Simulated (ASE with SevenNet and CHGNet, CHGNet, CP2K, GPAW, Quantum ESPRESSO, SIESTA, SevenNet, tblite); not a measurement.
# Random packing of Mg53Si47 (at. %) (73 atoms) in machine-learned potentials

Aim: run random packing of Mg53Si47 (at. %) (73 atoms) in machine-learned potentials and see how near its forces come to a plane-wave reference, and at what cost.

Calculated with ASE with SevenNet and CHGNet; the method is named at each step.

**1. The structure**

The cell holds 73 atoms: 39 Mg and 34 Si. Its edges and angles: a = 11.274 Å, b = 11.274 Å, c = 11.274 Å, α = 90.0°, β = 90.0°, γ = 90.0°. 73 atoms (39 Mg, 34 Si) packed at random in a cube at 2.21 g/cm³ and pushed apart as soft spheres; a start for melting by ab initio MD, not an equilibrated structure. Then every atom was moved at random, 0.05 Å r.m.s. a Cartesian component.

The yardstick, on the same geometry:

```
method                 : Kohn-Sham DFT, PBE, SSSP efficiency 1.3.0 pseudopotentials, plane waves (Quantum ESPRESSO 7.5); sssp-pbe-1.3.0-efficiency, cutoffs 45/360 Ry, Γ point
r.m.s. force component : 0.9984 eV/Å
longest force          : 3.846 eV/Å
pressure               : 9.272 GPa
time                   : 1.9 min on 4 MPI ranks of Arm Neoverse V2, shared host
CPU time               : 7.4 min
```

**2. SevenNet l3i5 potential**

Method: machine-learned interatomic potential SevenNet l3i5, trained on PBE(+U) plane-wave data.

Contents of run.py:

```python
import numpy as np
from ase.io import read
import mlip  # loads the published weights by name

atoms = read("structure.xyz")
atoms.calc = mlip.calc("7net-l3i5")
energy = atoms.get_potential_energy()
forces = atoms.get_forces()
print(f"energy {energy:.6f} eV")
print("forces (eV/A)")
for i, (a, f) in enumerate(zip(atoms, forces)):
    print(f"{i:4d} {a.symbol:2s} {f[0]:10.5f} {f[1]:10.5f} {f[2]:10.5f}")
stress = -atoms.get_stress(voigt=False) * 160.21766
print("stress (GPa, compression positive)")
for row in stress:
    print(" ".join(f"{x:10.4f}" for x in row))
```

Contents of structure.xyz:

```xyz
73
Lattice="11.27400 0.00000 0.00000 0.00000 11.27400 0.00000 0.00000 0.00000 11.27400" Properties=species:S:1:pos:R:3 pbc="T T T"
Mg 6.39529 7.64794 4.49134
Mg 7.70149 10.17625 8.13622
Mg 2.67171 0.54239 4.40712
Mg 10.79767 8.82055 1.60091
Mg 4.65864 2.06664 5.25740
Mg 0.43439 5.21321 8.26407
Mg 10.00658 0.07328 9.30770
Mg 8.67128 9.02179 0.12492
Mg 1.33214 9.78211 6.06113
Mg 8.46937 5.40487 0.86550
Mg 7.39304 0.12029 4.89754
Mg 5.76462 2.32943 9.32957
Mg 5.89799 9.60782 6.33001
Mg 10.25167 4.13666 5.57939
Mg 7.82213 5.19968 4.10159
Mg 6.06237 1.02684 0.79820
Mg 0.90361 7.86249 8.36959
Mg 6.48650 3.55447 0.25513
Mg 4.68119 4.32978 7.03441
Mg 10.44423 3.46270 11.03510
Mg 8.93194 6.47105 6.31209
Mg 2.08355 7.00003 2.24973
Mg 7.57951 2.42008 2.58355
Mg 2.75773 9.10387 3.90069
Mg 2.89234 6.21896 7.52111
Mg 10.27422 9.88211 4.07882
Mg 2.62290 1.48930 9.26599
Mg 4.96732 9.79981 0.40485
Mg 4.08998 6.45606 5.11017
Mg 9.53431 1.29865 3.96292
Mg 11.18246 5.61975 1.49121
Mg 3.38615 0.23642 7.01716
Mg 11.21323 0.20090 2.00395
Mg 3.69066 7.50307 0.06471
Mg 9.11480 5.19607 9.49880
Mg 8.43509 9.07512 5.86902
Mg 1.14916 10.59440 8.66632
Mg 5.27161 5.68322 10.42338
Mg 1.27622 8.91920 10.86746
Si 6.33272 8.88752 9.92845
Si 0.74363 6.06744 10.57084
Si 6.81592 4.65165 8.28977
Si 4.25932 3.06935 1.35344
Si 1.27554 1.09662 11.24694
Si 2.32673 10.94502 1.60181
Si 8.96847 3.54353 7.75595
Si 4.21704 0.88749 2.50260
Si 7.21085 6.64918 9.13532
Si 6.79867 1.74352 6.71829
Si 3.46055 1.09189 0.45772
Si 3.58017 8.91210 6.44873
Si 5.65380 11.21312 9.68380
Si 1.68028 5.78537 4.27927
Si 8.62878 1.31917 0.34138
Si 1.63811 2.64657 5.19235
Si 3.60667 9.57760 9.63747
[... 13 atom lines left out ...]
Si 11.21425 1.68016 6.13678
Si 1.44296 3.84398 2.19155
Si 5.78131 7.01750 6.80735
Si 8.28177 2.47881 9.87354
```

Launch:

```
$ OMP_NUM_THREADS=1 python run.py > output.txt
```

The program printed:

```text
energy -201.662399 eV
forces (eV/A)
   0 Mg    1.25450    0.05006   -1.43789
   1 Mg    0.48170    0.82069    0.76128
   2 Mg   -1.35276   -0.68479   -1.00875
   3 Mg    0.94066   -0.67562    0.60204
   4 Mg    0.31557    0.83919   -0.95817
   5 Mg   -0.59980   -1.92017   -0.96588
   6 Mg   -1.01100   -1.23998    1.28394
   7 Mg   -0.94775    1.07901   -0.15183
   8 Mg   -2.43060    0.07324   -0.28133
   9 Mg   -0.16578   -1.22958   -0.23300
  10 Mg   -0.61837   -0.31879   -0.93912
  11 Mg   -0.92719    0.72908   -1.61393
  12 Mg   -1.06270    1.09279    0.30886
  13 Mg    1.04692   -0.22725   -1.30251
  14 Mg    0.64147   -0.67358   -0.11151
  15 Mg    0.38718   -0.82637   -0.46595
  16 Mg   -0.33377    0.43960   -0.63261
  17 Mg    1.02511    0.67332    0.16151
  18 Mg    0.49326   -0.76756   -0.16789
  19 Mg    0.12351   -0.68812    0.41604
  20 Mg   -0.27685   -0.09159    1.48362
  21 Mg    0.61642    0.28524   -1.21676
  22 Mg   -0.65568    0.86158    0.69719
  23 Mg    0.70688   -0.37221   -0.89323
[...]
65 Si    1.77476    0.29631   -0.73254
  66 Si   -0.46259   -1.62748    2.34086
  67 Si   -0.33675    0.48420   -0.74578
  68 Si    0.18935   -0.15984   -0.81985
  69 Si   -1.59845   -1.64647    1.68455
  70 Si    0.92709   -0.76567    0.94606
  71 Si    0.63196   -0.84005    2.22057
  72 Si   -0.07157    1.00461   -2.72821
stress (GPa, compression positive)
    8.8621     0.3857    -1.3249
    0.3857     9.0774    -0.0692
   -1.3249    -0.0692     9.7457
```

It took 8.7 s on 1 thread of Arm Neoverse V2, shared host; peak memory 1.1 GiB.

Banners, paths, timers and routine set-up lines are dropped from the logs unmarked, and long logs keep their key lines alone; longer cuts are marked.

Numbers from this run, and their distance from the reference:

* r.m.s. force component: 1.067 eV/Å
* r.m.s. difference of force components: 216.5 meV/Å
* longest difference of force vectors: 821.5 meV/Å
* force difference over r.m.s. force: 21.69 %
* slope of forces against the reference's: 1.047
* correlation of force components: 0.9802
* pressure: 9.228 GPa
* pressure difference: -0.0436 GPa

Length of the force difference by element (eV/Å):

| element | atoms | mean | most |
| --- | --- | --- | --- |
| Mg | 39 | 0.22 | 0.43 |
| Si | 34 | 0.46 | 0.82 |

Local excerpt of 13 atoms (numbers count through the whole input) about Si60, which has 3 bonded neighbours where the commonest count for Si is 4; x, y, z are measured from there.

| atom | x | y | z | distance (Å) | bonds | Fx | Fy | Fz (eV/Å) |
| --- | --- | --- | --- | --- | --- | --- | --- | --- |
| Si60 | 0.00 | 0.00 | 0.00 | 0.00 | 3 | 1.58 | 0.93 | -1.19 |
| Si46 | -1.65 | 1.26 | -0.94 | 2.28 | 5 | -1.52 | -0.68 | -2.10 |
| Mg7 | -0.61 | -2.21 | 0.61 | 2.38 | 1 | -1.01 | -1.24 | 1.28 |
| Mg20 | -0.18 | 1.18 | 2.34 | 2.63 | 5 | 0.12 | -0.69 | 0.42 |
| Si73 | -2.34 | 0.19 | 1.18 | 2.63 | 6 | -0.07 | 1.00 | -2.73 |
| Si70 | 0.59 | -0.60 | -2.56 | 2.69 | 3 | -1.60 | -1.65 | 1.68 |
| Si59 | 2.22 | 1.04 | 1.81 | 3.05 | 4 | -0.42 | 0.71 | 0.43 |
| Mg6 | 1.09 | 2.93 | -0.43 | 3.15 | 1 | -0.60 | -1.92 | -0.97 |
| Mg35 | -1.51 | 2.91 | 0.80 | 3.38 | 5 | 0.91 | 0.74 | 0.38 |
| Si44 | 1.93 | -1.19 | 2.55 | 3.41 | 5 | -2.14 | -0.65 | -0.01 |
| Mg27 | 3.28 | -0.79 | 0.57 | 3.42 | 4 | 1.61 | -0.53 | 0.25 |
| Mg37 | 1.80 | -2.96 | -0.03 | 3.47 | 1 | 0.48 | 0.36 | 0.04 |
| Si57 | 3.16 | 0.45 | -1.45 | 3.50 | 4 | 0.21 | 1.34 | -0.14 |

Atoms are counted from 1 here, from 0 in the log.

Forces lie 22 % from the reference's, at 0.017 times its CPU time (on 1 against 4 cores).

**3. SevenNet 0 potential**

Method: machine-learned interatomic potential SevenNet 0, trained on PBE(+U) plane-wave data.

Changes to run.py since step 2:

```diff
@@ -5,3 +5,3 @@
 atoms = read("structure.xyz")
-atoms.calc = mlip.calc("7net-l3i5")
+atoms.calc = mlip.calc("7net-0")
 energy = atoms.get_potential_energy()
```

structure.xyz is that of step 2.

The program printed:

```text
energy -202.984222 eV
forces (eV/A)
   0 Mg    1.44494    0.00208   -1.40620
   1 Mg    0.60565    0.87327    1.10915
   2 Mg   -1.48650   -0.76786   -1.04766
   3 Mg    1.02277   -0.62020    0.52202
   4 Mg    0.44087    0.85552   -0.91050
   5 Mg   -0.60848   -2.22807   -1.18283
   6 Mg   -1.03850   -1.42027    1.38147
   7 Mg   -1.03618    1.15152   -0.09564
   8 Mg   -2.39890    0.09299   -0.32808
   9 Mg   -0.33975   -1.31501   -0.43578
  10 Mg   -0.59247   -0.21185   -0.93651
  11 Mg   -0.95606    0.72627   -1.63254
  12 Mg   -1.06130    0.99790    0.19737
  13 Mg    0.91992   -0.15354   -1.08625
  14 Mg    0.80721   -0.73832   -0.13283
  15 Mg    0.14878   -0.82611   -0.37703
  16 Mg   -0.32039    0.42791   -0.62091
  17 Mg    0.96725    0.93340    0.03402
  18 Mg    0.38069   -0.77259   -0.15962
  19 Mg    0.06604   -0.65161    0.33293
  20 Mg   -0.30318   -0.27223    1.64160
  21 Mg    0.54348    0.47417   -1.26584
  22 Mg   -0.52869    1.07604    0.77105
  23 Mg    0.59750   -0.33771   -0.86256
[...]
65 Si    1.67381    0.33908   -0.66006
  66 Si   -0.62127   -1.86693    2.56798
  67 Si   -0.50819    0.25338   -0.79121
  68 Si    0.48350   -0.27474   -1.03638
  69 Si   -1.74542   -1.82285    1.60211
  70 Si    1.20177   -0.91223    0.68650
  71 Si    0.75524   -0.74767    2.49786
  72 Si   -0.01011    0.96231   -2.21148
stress (GPa, compression positive)
    9.3230     0.4810    -1.4183
    0.4810     9.5760    -0.0471
   -1.4183    -0.0471    10.3350
```

Run time: 6 s. Hardware: 1 thread; peak memory 0.76 GiB.

Compared with the plane-wave run:

```
r.m.s. force component                  : 1.094 eV/Å
r.m.s. difference of force components   : 239.9 meV/Å
longest difference of force vectors     : 876.3 meV/Å
force difference over r.m.s. force      : 24.03 %
slope of forces against the reference's : 1.072
correlation of force components         : 0.9779
pressure                                : 9.745 GPa
pressure difference                     : 0.4727 GPa
```

Against the first run (22 %), the force difference from the reference is 24 %, at 0.79 times the CPU time.

**4. CHGNet r2SCAN potential**

Method: machine-learned interatomic potential CHGNet r2SCAN, trained on r2SCAN plane-wave data.

Changes to run.py since step 3:

```diff
@@ -5,3 +5,3 @@
 atoms = read("structure.xyz")
-atoms.calc = mlip.calc("7net-0")
+atoms.calc = mlip.calc("chgnet-r2scan")
 energy = atoms.get_potential_energy()
```

structure.xyz is that of step 3.

The program printed:

```text
CHGNet vr2scan initialized with 412,525 parameters
CHGNet will run on cpu
energy -430.748413 eV
forces (eV/A)
   0 Mg    0.71962   -0.00022   -0.91671
   1 Mg    0.13221    0.77722    0.65861
   2 Mg   -0.89388   -0.34764   -0.80372
   3 Mg    0.66150   -0.19882    0.37972
   4 Mg    0.28506    0.49197   -0.56850
   5 Mg   -0.36082   -1.48920   -0.60368
   6 Mg   -0.70860   -0.93947    0.94351
   7 Mg   -0.57781    0.73314   -0.06304
   8 Mg   -1.96455    0.07393   -0.10775
   9 Mg   -0.32264   -0.92985   -0.39782
  10 Mg   -0.26651   -0.21064   -0.89310
  11 Mg   -0.58362    0.39062   -1.17670
  12 Mg   -0.39036    0.73915   -0.00051
  13 Mg    0.84063   -0.30832   -0.75222
  14 Mg    0.60099   -0.50145   -0.45416
  15 Mg    0.15091   -0.53232   -0.15387
  16 Mg   -0.25056    0.39344   -0.30065
  17 Mg    0.75503    0.52999    0.03086
  18 Mg    0.14501   -0.77520   -0.08159
  19 Mg   -0.02858   -0.53514    0.13583
  20 Mg   -0.28594    0.06555    1.32539
  21 Mg    0.29150    0.19923   -0.85692
  22 Mg   -0.38372    0.72421    0.42719
  23 Mg    0.76251   -0.30054   -0.87619
[...]
65 Si    1.42872    0.64888   -0.73610
  66 Si   -0.24560   -1.48132    2.16079
  67 Si   -0.51568    0.23063   -0.59342
  68 Si    0.44299   -0.38476   -0.75428
  69 Si   -1.23050   -1.24482    1.49701
  70 Si    0.66625   -0.31357    0.73251
  71 Si    0.74476   -0.56538    1.87382
  72 Si    0.15501    1.36198   -2.53608
stress (GPa, compression positive)
    4.9942     0.4634    -0.7979
    0.4634     5.6236    -0.2248
   -0.7979    -0.2248     6.3536
```

Run time: 3.3 s. Hardware: 1 thread; peak memory 0.8 GiB.

Against the reference:

| Quantity | Value |
| --- | --- |
| r.m.s. force component | 0.8698 eV/Å |
| r.m.s. difference of force components | 291.6 meV/Å |
| longest difference of force vectors | 1077 meV/Å |
| force difference over r.m.s. force | 29.2 % |
| slope of forces against the reference's | 0.8368 |
| correlation of force components | 0.9606 |
| pressure | 5.657 GPa |
| pressure difference | -3.615 GPa |

Against the first run (22 %), the force difference from the reference is 29 %, at 0.4 times the CPU time; this potential was trained at another functional than the reference's, which explains only part of so large a difference.

**5. Side by side**

Differences are against the plane-wave reference, forces as r.m.s. over components; share is that over the reference's r.m.s. force, slope the least-squares factor from reference forces to these. Total energies of different programs have different zeros and aren't compared.

| run | Δ force, r.m.s. (meV/Å) | share (%) | slope | Δ pressure (GPa) | cores | CPU time | memory (GiB) |
| --- | --- | --- | --- | --- | --- | --- | --- |
| reference | - | - | - | - | 4 | 7.4 min | 3.3 |
| SevenNet l3i5 potential | 217 | 21.7 | 1.047 | -0.0436 | 1 | 7.6 s | 1.1 |
| SevenNet 0 potential | 240 | 24.0 | 1.072 | 0.473 | 1 | 6 s | 0.76 |
| CHGNet r2SCAN potential | 292 | 29.2 | 0.837 | -3.61 | 1 | 3 s | 0.8 |

Times of the machine-learned potentials are mostly Python's start and the loading of weights.

CPU time is summed over cores on a shared host, where runs went side by side, so it is rough. Symmetry, cutoffs, thresholds, outputs and thread counts weren't matched or tuned between programs; memory under MPI is the largest rank's times the ranks.

A second geometry, displaced anew (every atom was moved at random, 0.06 Å r.m.s. a Cartesian component), gives an energy difference that all programs can be tested on. The reference puts it at 15.50 meV/atom.

| run | energy less the first geometry's (meV/atom) | error (meV/atom) | force share at the second geometry (%) |
| --- | --- | --- | --- |
| SevenNet l3i5 potential | 15.70 | 0.198 | 20.2 |
| SevenNet 0 potential | 19.63 | 4.13 | 24.5 |
| CHGNet r2SCAN potential | 16.48 | 0.978 | 28.3 |

**6. Outcome**

| Quantity | Value |
| --- | --- |
| nearest in forces | SevenNet l3i5 potential, 22 % |
| its CPU time | 7.6 s |

What this shows: Machine-learned potentials differ by 22 % (SevenNet l3i5 potential) to 29 % (CHGNet r2SCAN potential); they were trained on other programs' data, some at another functional. The energy difference between the two geometries, 15.5 meV/atom in the reference, is met best by SevenNet l3i5 potential (+0.198) and worst by SevenNet 0 potential (+4.13). The reference's pressure holds the uncorrected Pulay stress of its 45 Ry basis, so small pressure differences, and their order, may be the reference's own error. Machine-learned potentials mimic data converged in k, so the reference's own k-point error enters their differences. The reference's pressure of 9.3 GPa belongs to a cell and atoms that aren't relaxed at this level. The electronic-structure runs sample only Γ, in a cell whose shortest periodic width is 11 Å, which is coarse for a cell with partly filled levels.

[Also dropped from logs without a mark: logging warnings of Python, and SIESTA's first energy breakdown and zero terms.]

[Logs are printed without paths, hosts, clocks, repeated set-up lines and the standing remarks that a program may print on its own settings, such as how far it seeks lower states.]

[Hosts, paths, dates, database ids (printed as entryN), source tags and the programs' standing remarks are cut or masked in the printed files.]
